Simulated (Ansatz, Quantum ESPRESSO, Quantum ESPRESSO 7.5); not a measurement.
**Screening and band shifts of 1T-TiO2, 2 layers, AB stacking**

How does 1T-TiO2, 2 layers, AB stacking respond to a gate-like field without added charge?

Program: Quantum ESPRESSO 7.5. Level of theory: plane-wave DFT, PBE, GBRV ultrasoft pseudopotentials (geometry and cross-check by Ansatz 0.2.0 with PAW datasets; geometry under PBE-D3(BJ)). Results are calculated unless marked as measured.

This is a report of a sequence of runs, with most program output left out.

**1. The starting structure**

The cell holds 6 atoms: 4 O and 2 Ti. Cell: a = 2.990 Å, b = 2.990 Å, c = 25.222 Å, α = 90.0°, β = 90.0°, γ = 120.0°. It derives from TiO2. Vacuum lies along c.

This sheet is a model structure: its symmetry is held, and its stability is not tested here.

**2. Relaxation with Ansatz**

A relaxation in Ansatz fixes the structure of this slab for the runs on it.

input.yaml reads:

```yaml
crystal:
  lattice:
    - [2.99, 0.0, 0.0]
    - [-1.495, 2.5894159573, 0.0]
    - [0.0, 0.0, 25.2223842461]
  atoms:
    - { symbol: O, position: [0.6666666667, 0.3333333333, 0.3370022404] }
    - { symbol: Ti, position: [0.0, 0.0, 0.3857920792] }
    - { symbol: O, position: [0.3333333333, 0.6666666667, 0.434581918] }
    - { symbol: O, position: [0.0, 0.0, 0.565418082] }
    - { symbol: Ti, position: [0.3333333333, 0.6666666667, 0.6142079208] }
    - { symbol: O, position: [0.6666666667, 0.3333333333, 0.6629977596] }
kpoints:
  mp_grid: { grid: [12, 12, 1] }
hamiltonian:
  xc: pbe
  dispersion: d3bj
scf:
  occupations: { method: fermi_dirac, width: 0.05 }
  convergence: { dr2_threshold: 1.0e-08 }
efield:
  axis: 3
  dipole_correction: true
  ramp_position: 0.97
  ramp_width: 0.04
relax:
  f_tol: 0.01
  cell: { fix: [c, alpha, beta] }
output:
  write_potential: true
  write_density: true
  volumetric_format: npy
```

Command:

```
> ansatz run input.yaml --threads 4 --pin off --max-ram 8192MiB --backend cpu --events-out ev --progress --plain --runs-dir out
```

The job ended after 24 s (4 threads of Arm Neoverse V2, shared host; peak memory 0.5 GiB).

Relaxation path:

```
step  energy less that of the first step (eV)  largest force component (eV/Å)  pressure (GPa)  volume (Å³)
   1                                   0.0000                          4.1960          -10.13       195.28
   2                                  -2.1393                          1.5494           -4.73       197.23
   3                                  -2.3798                          0.7319            2.89       189.31
   4                                  -2.4740                          0.0759           -0.37       193.79
   5                                  -2.5113                          0.1000           -0.45       193.95
   6                                  -2.5280                          0.0923           -0.01       193.65
   7                                  -2.5289                          0.0250            0.01       193.75
   8                                  -2.5293                          0.0034           -0.01       193.81
  9*                                  -2.5272                          0.0035           -0.04       193.81
```

Relaxation steps marked * repeat the geometry before them on a plane-wave basis chosen anew for their cell, so energy and pressure can jump there.

```
cell as run  before  after  change
      a (Å)   2.990  2.979  -0.4 %
      b (Å)   2.990  2.979  -0.4 %
```

The atoms that moved most (Å, along periodic axes as changes of fractional coordinates times the final cell, across vacuum about the mean position):

```
atom     dx     dy      dz  length
  O1  0.000  0.000   0.896   0.896
  O6  0.000  0.000  -0.896   0.896
 Ti5  0.000  0.000  -0.635   0.635
 Ti2  0.000  0.000   0.635   0.635
  O3  0.000  0.000   0.366   0.366
  O4  0.000  0.000  -0.366   0.366
```

Final coordinates:

```xyz
6
Lattice="2.9787 0.0000 0.0000 -1.4893 2.5796 0.0000 0.0000 0.0000 25.2224" Properties=species:S:1:pos:R:3
O     1.4893    0.8599    9.3963
Ti    0.0000    0.0000   10.3654
O     0.0000    1.7197   11.3276
O     0.0000    0.0000   13.8948
Ti    0.0000    1.7197   14.8570
O     1.4893    0.8599   15.8261
```

Numbers from this step:

- free energy: -7277.6446 eV
- Fermi energy: -1.474 eV
- gap by band count: 2.624 eV
- symmetry operations: 6
- dipole along the normal: -2.96e-5 e·Å
- vacuum level at the upper face over a Fermi level inside the gap: 6.878 eV
- vacuum level at the lower face over a Fermi level inside the gap: 6.878 eV

**3. Self-consistent run: no field**

The zero-field run is the reference. tefield and dipfield are on already, so that all runs share k-points and boundary.

Level of this step: plane-wave DFT, PBE, GBRV ultrasoft pseudopotentials (Quantum ESPRESSO 7.5).

f0.in reads:

```
&control
  prefix = 'f0'
  outdir = './out'
  pseudo_dir = './pseudo'
  calculation = 'scf'
  tprnfor = .true.
  tefield = .true.
  dipfield = .true.
/
&system
  ibrav = 0
  nat = 6
  ntyp = 2
  ecutwfc = 40
  ecutrho = 200
  occupations = 'smearing'
  smearing = 'fd'
  degauss = 0.004
  edir = 3
  emaxpos = 0.97
  eopreg = 0.04
  eamp = 0.0
/
&electrons
  conv_thr = 1e-09
  mixing_beta = 0.4
  electron_maxstep = 120
  mixing_mode = 'plain'
/
ATOMIC_SPECIES
  O   15.9990  o_pbe_v1.2.uspp.F.UPF
  Ti  47.8670  ti_pbe_v1.4.uspp.F.UPF
CELL_PARAMETERS angstrom
  2.97868159355487 0.00000000000000 -0.00000000000000
  -1.48934079677743 2.57961392980363 -0.00000000000000
  -0.00000000000000 -0.00000000000000 25.22238424610000
ATOMIC_POSITIONS crystal
  O   0.666666666667 0.333333333333 0.372536521195
  Ti  0.000000000000 0.000000000000 0.410959576674
  O   0.333333333333 0.666666666667 0.449108319241
  O   -0.000000000000 -0.000000000000 0.550891685794
  Ti  0.333333333333 0.666666666667 0.589040409055
  O   0.666666666667 0.333333333333 0.627463488042
K_POINTS automatic
  12 12 1 0 0 0
```

Command:

```
> OMP_NUM_THREADS=1 mpirun -n 4 pw.x -nk 4 -in f0.in > f0.out
```

The job ended after 78 s (4 MPI ranks; peak memory 0.6 GiB).

Read from the output:

- free energy: -5012.3206 eV
- Fermi energy: -1.349 eV
- dipole along the normal: 0 e·Å
- valence top, on the run's zero: -2.820 eV
- conduction bottom, on the run's zero: -0.1943 eV
- gap by band count: 2.626 eV

The run needed 16 iterations to bring the estimated error under 1e-09 Ry; the largest force on any atom, held or free, is 0.11 eV/Å.

**4. Potential by pp.x**

The vacuum level is read from the electrostatic potential (plot_num = 11), averaged over planes.

f0.pot.in reads:

```
&inputpp
  prefix = 'f0'
  outdir = './out'
  filplot = 'f0.pot.dat'
  plot_num = 11
/
```

Command:

```
> OMP_NUM_THREADS=1 mpirun -n 4 pp.x -in f0.pot.in > f0.pot.out
```

Run time: 0.85 s. Hardware: 4 MPI ranks; peak memory 0.09 GiB.

This step gave:

| Item | Value |
| --- | --- |
| slope of the potential above | -1.66e-5 eV/Å |
| upper vacuum line continued to the top atoms, over the valence top | 8.226 eV |
| slope of the potential below | 1.36e-6 eV/Å |
| lower vacuum line continued to the bottom atoms, over the valence top | 8.226 eV |
| vacuum level at the upper face over the valence top of the mesh | 8.226 eV |
| vacuum level at the lower face over the valence top of the mesh | 8.226 eV |

The vacuum is flat to 0.1 meV/Å, so its level is well defined. Inside the slab the curve depends on the local part of the pseudopotentials; only the vacuum level has a meaning of its own.

**5. Band structure: no field**

The density is frozen and the levels are solved along a path.

f0.bands.in, as its differences from the input of step 3:

```diff
@@ -1,7 +1,6 @@
 &control
-  prefix = 'f0'
+  prefix = 'f0.bands'
   outdir = './out'
   pseudo_dir = './pseudo'
-  calculation = 'scf'
-  tprnfor = .true.
+  calculation = 'bands'
   tefield = .true.
@@ -22,8 +21,9 @@
   eamp = 0.0
+  nbnd = 30
 /
 &electrons
-  conv_thr = 1e-09
+  conv_thr = 1e-07
   mixing_beta = 0.4
   electron_maxstep = 120
-  mixing_mode = 'plain'
+  mixing_mode = 'local-TF'
 /
@@ -43,3 +43,7 @@
   O   0.666666666667 0.333333333333 0.627463488042
-K_POINTS automatic
-  12 12 1 0 0 0
+K_POINTS crystal_b
+4
+  0.0000000000 0.0000000000 0.0000000000 14
+  0.5000000000 0.0000000000 0.0000000000 14
+  0.3333333333 0.3333333333 0.0000000000 14
+  0.0000000000 0.0000000000 0.0000000000 1
```

Command:

```
> cp -r out/f0.save out/f0.bands.save
> cp out/f0.xml out/f0.bands.xml
> OMP_NUM_THREADS=1 mpirun -n 4 pw.x -nk 4 -in f0.bands.in > f0.bands.out
```

The job ended after 17 s (4 MPI ranks; peak memory 0.33 GiB).

Read from the output:

| Quantity | Value |
| --- | --- |
| valence top, on the run's zero | -2.813 eV |
| conduction bottom, on the run's zero | -0.1942 eV |
| gap by band count | 2.619 eV |

Band numbers count within the set of bands kept for display. Electronic bands along the path, in eV, zero at the highest filled level of the SCF mesh; v1 is the highest filled band, c1 the lowest empty one:

```
  point     v4     v3     v2     v1    c1    c2    c3    c4
      Γ  -0.31  -0.31  -0.27  -0.27  2.63  2.63  2.63  2.63
halfway  -1.15  -1.08  -0.24  -0.05  2.96  3.07  3.48  3.50
      M  -1.35  -1.27  -0.86  -0.67  2.77  2.97  3.68  3.69
halfway  -1.64  -1.48  -1.01  -0.73  2.88  3.02  3.75  3.77
      K  -1.56  -1.53  -1.10  -1.10  2.85  2.85  3.91  3.91
halfway  -1.64  -1.59  -0.16  -0.10  3.29  3.36  3.42  3.50
      Γ  -0.31  -0.31  -0.27  -0.27  2.63  2.63  2.63  2.63
```

Along this path the valence top lies between K and Γ and the conduction bottom at Γ.

**6. Self-consistent run: field 0.1 V/Å**

eamp is the field in Hartree atomic units (1 a.u. = 51.42 V/Å). With dipfield on, it is the field in the vacuum beside an isolated sheet. The run starts from the density of the one before.

f1.in, as its differences from the input of step 3:

```diff
@@ -1,3 +1,3 @@
 &control
-  prefix = 'f0'
+  prefix = 'f1'
   outdir = './out'
@@ -21,3 +21,3 @@
   eopreg = 0.04
-  eamp = 0.0
+  eamp = 0.00194469
 /
@@ -28,2 +28,3 @@
   mixing_mode = 'plain'
+  startingpot = 'file'
 /
```

Command:

```
> cp -r out/f0.save out/f1.save
> OMP_NUM_THREADS=1 mpirun -n 4 pw.x -nk 4 -in f1.in > f1.out
```

Wall time 52 s (4 MPI ranks); peak memory 0.6 GiB.

This step gave:

| Item | Value |
| --- | --- |
| free energy | -5012.3219 eV |
| Fermi energy | -1.375 eV |
| dipole along the normal | 0.02569 e·Å |
| valence top, on the run's zero | -2.783 eV |
| conduction bottom, on the run's zero | -0.2450 eV |
| gap by band count | 2.538 eV |

The dipole goes from -0.0000 to 0.0257 e Å, 0.2569 e Å per V/Å.

**7. Potential by pp.x**

f1.pot.in reads:

```
&inputpp
  prefix = 'f1'
  outdir = './out'
  filplot = 'f1.pot.dat'
  plot_num = 11
/
```

Command:

```
> OMP_NUM_THREADS=1 mpirun -n 4 pp.x -in f1.pot.in > f1.pot.out
```

Wall time 0.86 s (4 MPI ranks); peak memory 0.1 GiB.

Read from the output:

```
slope of the potential above                                          : 0.09998 eV/Å
upper vacuum line continued to the top atoms, over the valence top    : 8.227 eV
slope of the potential below                                          : 0.1000 eV/Å
lower vacuum line continued to the bottom atoms, over the valence top : 8.189 eV
```

The slope in the vacuum is 0.100 eV/Å for an applied 0.10 V/Å, as it should be.

**8. Self-consistent run: field 0.2 V/Å**

f2.in, as its differences from the input of step 6:

```diff
@@ -1,3 +1,3 @@
 &control
-  prefix = 'f1'
+  prefix = 'f2'
   outdir = './out'
@@ -21,3 +21,3 @@
   eopreg = 0.04
-  eamp = 0.00194469
+  eamp = 0.00388938
 /
```

Command:

```
> cp -r out/f0.save out/f2.save
> OMP_NUM_THREADS=1 mpirun -n 4 pw.x -nk 4 -in f2.in > f2.out
```

The job ended after 67 s (4 MPI ranks; peak memory 0.59 GiB).

This step gave:

```
free energy                          : -5012.3257 eV
Fermi energy                         : -1.425 eV
dipole along the normal              : 0.05144 e·Å
valence top, on the run's zero       : -2.719 eV
conduction bottom, on the run's zero : -0.2993 eV
gap by band count                    : 2.419 eV
```

The dipole goes from -0.0000 to 0.0514 e Å, 0.2572 e Å per V/Å.

**9. Potential by pp.x**

f2.pot.in reads:

```
&inputpp
  prefix = 'f2'
  outdir = './out'
  filplot = 'f2.pot.dat'
  plot_num = 11
/
```

Command:

```
> OMP_NUM_THREADS=1 mpirun -n 4 pp.x -in f2.pot.in > f2.pot.out
```

Elapsed: 0.85 s, on 4 MPI ranks; peak memory 0.1 GiB.

Numbers from this step:

| Quantity | Value |
| --- | --- |
| slope of the potential above | 0.2000 eV/Å |
| upper vacuum line continued to the top atoms, over the valence top | 8.201 eV |
| slope of the potential below | 0.2000 eV/Å |
| lower vacuum line continued to the bottom atoms, over the valence top | 8.126 eV |

The slope in the vacuum is 0.200 eV/Å for an applied 0.20 V/Å, as it should be.

**10. Bands along a path: field 0.2 V/Å**

f2.bands.in, as its differences from the input of step 5:

```diff
@@ -1,3 +1,3 @@
 &control
-  prefix = 'f0.bands'
+  prefix = 'f2.bands'
   outdir = './out'
@@ -20,3 +20,3 @@
   eopreg = 0.04
-  eamp = 0.0
+  eamp = 0.00388938
   nbnd = 30
```

Command:

```
> cp -r out/f2.save out/f2.bands.save
> cp out/f2.xml out/f2.bands.xml
> OMP_NUM_THREADS=1 mpirun -n 4 pw.x -nk 4 -in f2.bands.in > f2.bands.out
```

It took 17 s on 4 MPI ranks; peak memory 0.33 GiB; 67 s of CPU time.

Read from the output:

```
valence top, on the run's zero       : -2.712 eV
conduction bottom, on the run's zero : -0.2988 eV
gap by band count                    : 2.413 eV
```

Band numbers count within the set of bands kept for display. The electronic bands at the labelled points (eV, zero at the highest filled level of the SCF mesh; v1 is the highest filled band, c1 the lowest empty one):

```
  point     v4     v3     v2     v1    c1    c2    c3    c4
      Γ  -0.50  -0.39  -0.21  -0.21  2.42  2.42  2.71  2.71
halfway  -1.33  -1.03  -0.38  -0.04  2.80  3.11  3.28  3.57
      M  -1.53  -1.22  -1.00  -0.65  2.63  2.98  3.47  3.55
halfway  -1.74  -1.48  -1.14  -0.73  2.72  3.04  3.55  3.62
      K  -1.67  -1.44  -1.24  -1.05  2.64  2.93  3.70  3.72
halfway  -1.82  -1.53  -0.34  -0.04  3.12  3.24  3.41  3.55
      Γ  -0.50  -0.39  -0.21  -0.21  2.42  2.42  2.71  2.71
```

Upper empty bands that drop with the field can be states of the vacuum, held by the sawtooth; they depend on the cell's width.

Along this path the valence top lies between K and Γ and the conduction bottom at Γ.

**11. Self-consistent run: field -0.2 V/Å**

f3.in, as its differences from the input of step 8:

```diff
@@ -1,3 +1,3 @@
 &control
-  prefix = 'f2'
+  prefix = 'f3'
   outdir = './out'
@@ -21,3 +21,3 @@
   eopreg = 0.04
-  eamp = 0.00388938
+  eamp = -0.00388938
 /
```

Command:

```
> cp -r out/f0.save out/f3.save
> OMP_NUM_THREADS=1 mpirun -n 4 pw.x -nk 4 -in f3.in > f3.out
```

Wall time 63 s (4 MPI ranks); peak memory 0.72 GiB.

Numbers from this step:

- Fermi energy: -1.502 eV
- dipole along the normal: -0.05142 e·Å
- valence top, on the run's zero: -2.795 eV
- conduction bottom, on the run's zero: -0.3760 eV
- gap by band count: 2.419 eV

The dipole goes from -0.0000 to -0.0514 e Å, 0.2571 e Å per V/Å.

**12. Electrostatic potential**

f3.pot.in reads:

```
&inputpp
  prefix = 'f3'
  outdir = './out'
  filplot = 'f3.pot.dat'
  plot_num = 11
/
```

Command:

```
> OMP_NUM_THREADS=1 mpirun -n 4 pp.x -in f3.pot.in > f3.pot.out
```

Elapsed: 0.85 s, on 4 MPI ranks; peak memory 0.1 GiB.

Read from the output:

- slope of the potential above: -0.2000 eV/Å
- upper vacuum line continued to the top atoms, over the valence top: 8.126 eV
- slope of the potential below: -0.2000 eV/Å
- lower vacuum line continued to the bottom atoms, over the valence top: 8.201 eV

The slope in the vacuum is -0.200 eV/Å for an applied -0.20 V/Å, as it should be.

Each curve counts from the valence top of its own run.

The runs together. Potential energy against z:

```
z (Å)  potential at 0 V/Å (eV)  potential at 0.1 V/Å (eV)  potential at 0.2 V/Å (eV)  potential at -0.2 V/Å (eV)
    0                     8.23                       7.73                       7.20                        9.12
    2                     8.23                       7.45                       6.65                        9.68
    4                     8.23                       7.65                       7.05                        9.28
    6                     8.23                       7.85                       7.45                        8.88
    8                     8.06                       7.88                       7.67                        8.32
   10                    -13.3                      -13.4                      -13.5                       -13.2
   12                     5.66                       5.60                       5.52                        5.68
   14                    -8.93                      -8.88                      -8.86                       -9.12
   16                    -4.66                      -4.59                      -4.55                       -4.90
   18                     8.22                       8.43                       8.63                        7.68
   20                     8.23                       8.64                       9.04                        7.29
   22                     8.23                       8.84                       9.44                        6.89
   24                     8.23                       9.04                       9.84                        6.49
```

**13. Band structure: field -0.2 V/Å**

f3.bands.in, as its differences from the input of step 10:

```diff
@@ -1,3 +1,3 @@
 &control
-  prefix = 'f2.bands'
+  prefix = 'f3.bands'
   outdir = './out'
@@ -20,3 +20,3 @@
   eopreg = 0.04
-  eamp = 0.00388938
+  eamp = -0.00388938
   nbnd = 30
```

Command:

```
> cp -r out/f3.save out/f3.bands.save
> cp out/f3.xml out/f3.bands.xml
> OMP_NUM_THREADS=1 mpirun -n 4 pw.x -nk 4 -in f3.bands.in > f3.bands.out
```

Elapsed: 17 s, on 4 MPI ranks; peak memory 0.33 GiB.

Numbers from this step:

| Property | Result |
| --- | --- |
| valence top, on the run's zero | -2.788 eV |
| conduction bottom, on the run's zero | -0.3757 eV |
| gap by band count | 2.413 eV |

Band numbers count within the set of bands kept for display. Electronic bands along the path, in eV, zero at the highest filled level of the SCF mesh; v1 is the highest filled band, c1 the lowest empty one:

(Unchanged from step 10.)

Upper empty bands that drop with the field can be states of the vacuum, held by the sawtooth; they depend on the cell's width.

Along this path the valence top lies between K and Γ and the conduction bottom at Γ.

**14. Density by pp.x**

plot_num = 0 writes the valence density.

f0.rho.in reads:

```
&inputpp
  prefix = 'f0'
  outdir = './out'
  filplot = 'f0.rho.dat'
  plot_num = 0
/
```

Command:

```
> OMP_NUM_THREADS=1 mpirun -n 4 pp.x -in f0.rho.in > f0.rho.out
```

Elapsed: 0.85 s, on 4 MPI ranks; peak memory 0.1 GiB.

Numbers from this step:

| Quantity | Value |
| --- | --- |
| electrons by integration | 48.00 e |

Mean over planes. Table of valence density, planar mean by z:

```
z (Å)  valence density, planar mean (e/Å³)
    6                               1.3e-5
    7                               3.2e-4
    8                               0.0124
    9                                0.514
   10                                 1.22
   11                                0.938
   12                                0.199
   13                               0.0885
   14                                0.987
   15                                 1.42
   16                                0.853
   17                               0.0287
   18                               7.2e-4
   19                               2.6e-5
```

Valence density in the ca plane at fractional y = 0.000, with atoms of Ti and O within 0.2 Å of it. It is the smooth field of the valence electrons, not physical close to the nuclei.

Values in e/Å³, 5 rows by 16 columns, each cell a mean:
```
0.0 0.0 0.0 0.0 0.0 0.0 0.0 0.2 4.7 1.5 0.1 1.0 2.9 0.2 0.1 0.0
0.0 0.0 0.0 0.0 0.0 0.0 0.0 0.3 0.5 0.4 0.1 0.1 0.4 0.4 0.2 0.0
0.0 0.0 0.0 0.0 0.0 0.0 0.0 0.4 0.3 0.4 0.1 0.1 0.3 0.6 0.4 0.0
0.0 0.0 0.0 0.0 0.0 0.0 0.0 0.2 1.3 0.5 0.1 0.3 0.9 0.3 0.2 0.0
0.0 0.0 0.0 0.0 0.0 0.0 0.0 0.3 5.3 2.2 0.0 1.5 4.2 0.3 0.0 0.0
```
Columns run along c (16.0 Å, from fractional 0.07 to 0.71 of the cell), rows up along a (3.0 Å). Atoms in or near the plane, at fractional coordinates: Ti at (0.41, 0.00), O at (0.55, 0.00).

The density integrates to 48.000 electrons, as the 48 of the input ask.

**15. Valence density**

f2.rho.in reads:

```
&inputpp
  prefix = 'f2'
  outdir = './out'
  filplot = 'f2.rho.dat'
  plot_num = 0
/
```

Command:

```
> OMP_NUM_THREADS=1 mpirun -n 4 pp.x -in f2.rho.in > f2.rho.out
```

Run time: 0.85 s. Hardware: 4 MPI ranks; peak memory 0.1 GiB.

(Continued in part 2 of 2.)

[Logs are printed without paths, hosts, clocks, repeated set-up lines and the standing remarks that a program may print on its own settings, such as how far it seeks lower states.]

[Hosts, paths, dates, database ids (printed as entryN), source tags and the programs' standing remarks are cut or masked in the printed files.]

[Maps of the electrostatic potential energy from Ansatz leave out the sawtooth potential of an applied field or a dipole correction, so their vacuum need not be flat; planar profiles and work functions include it.]
